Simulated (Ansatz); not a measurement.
# Gap against volume in glassy 58SiO2-42ZnO (mol %) (67 atoms)

Density of this cell: 3.19 g/cm³. The cell holds 67 atoms: 15 Si, 11 Zn and 41 O. Its edges and angles: a = 9.745 Å, b = 9.929 Å, c = 9.708 Å, α = 93.4°, β = 86.1°, γ = 88.6°. The starting structure: 67 atoms (15 Si, 11 Zn, 41 O) placed at random at 3.12 g/cm³, melted at 4000 K for 10 ps at fixed volume with the Morse and Coulomb pair potential with partial charges (Pedone, Malavasi, Menziani, Cormack and Segre, J. Phys. Chem. B 110, 11780 (2006)). Quenched from 4000 K to 300 K at 500 K/ps and fixed volume, held 10 ps at zero pressure.

Calculated with Ansatz 0.2.0: Kohn-Sham DFT, PBE, PAW (set soft_1), plane waves; cutoff 420 eV, Γ point, fermi-dirac smearing of 0.05 eV. The relaxed cell was scaled evenly and the atoms were relaxed at each volume. The gap is that between the highest filled and the lowest empty Kohn-Sham level on the run's k-points.

| volume (Å³/atom) | gap (eV) |
| --- | --- |
| 12.561 | 3.063 |
| 13.119 | 2.910 |
| 13.538 | 2.804 |
| 13.956 | 2.915 |
| 14.375 | ? |
| 14.794 | 2.864 |

**Question.** Fit a straight line in ln V to the rows given and interpolate to the withheld row.

**Working.**

A volume deformation potential makes the spacing linear in u = ln(V/V0), with V0 = 13.956 Å³ the relaxed volume; v is the spacing.

```
u = ln(V/V0)  v (eV)
   -0.105361  3.0627
  -0.0618760  2.9098
  -0.0304595  2.8042
           0  2.9154
   0.0582695  2.8638
```

With n = 5: mean u = -0.0278854, mean v = 2.91118, Σ(u − ū)² = 0.015365, Σ(u − ū)(v − v̄) = -0.015381. Slope b = -0.015381 / 0.015365 = -1.0011; intercept a = v̄ − b ū = 2.8833.

At the withheld volume u = 0.02956, and v = a + b u.

Prediction at 14.375: 2.854 eV. The run gave 2.867 eV, so the fit is low by 0.013 eV (0.45 % of the value).

The rows follow a line only loosely (correlation 0.66 in size over all rows, under the 0.97 asked here), so the slope of -1.00 eV is a mean trend and no deformation potential. Among the rows given, the largest miss of the fit is at 13.538, by 0.11 eV (42 % of the range of the table).

Limits: The table spans 16 % in volume, wide for a linear law. Semilocal functionals tend to put gaps under measured ones. Only the Γ point is sampled. Atoms move by up to 1.0 Å in these relaxations, so the structure changes along the series. Defect or tail levels can set the spacing of a disordered cell.

[Logs are printed without paths, hosts, clocks, repeated set-up lines and the standing remarks that a program may print on its own settings, such as how far it seeks lower states.]

[Hosts, paths, dates, database ids (printed as entryN), source tags and the programs' standing remarks are cut or masked in the printed files.]
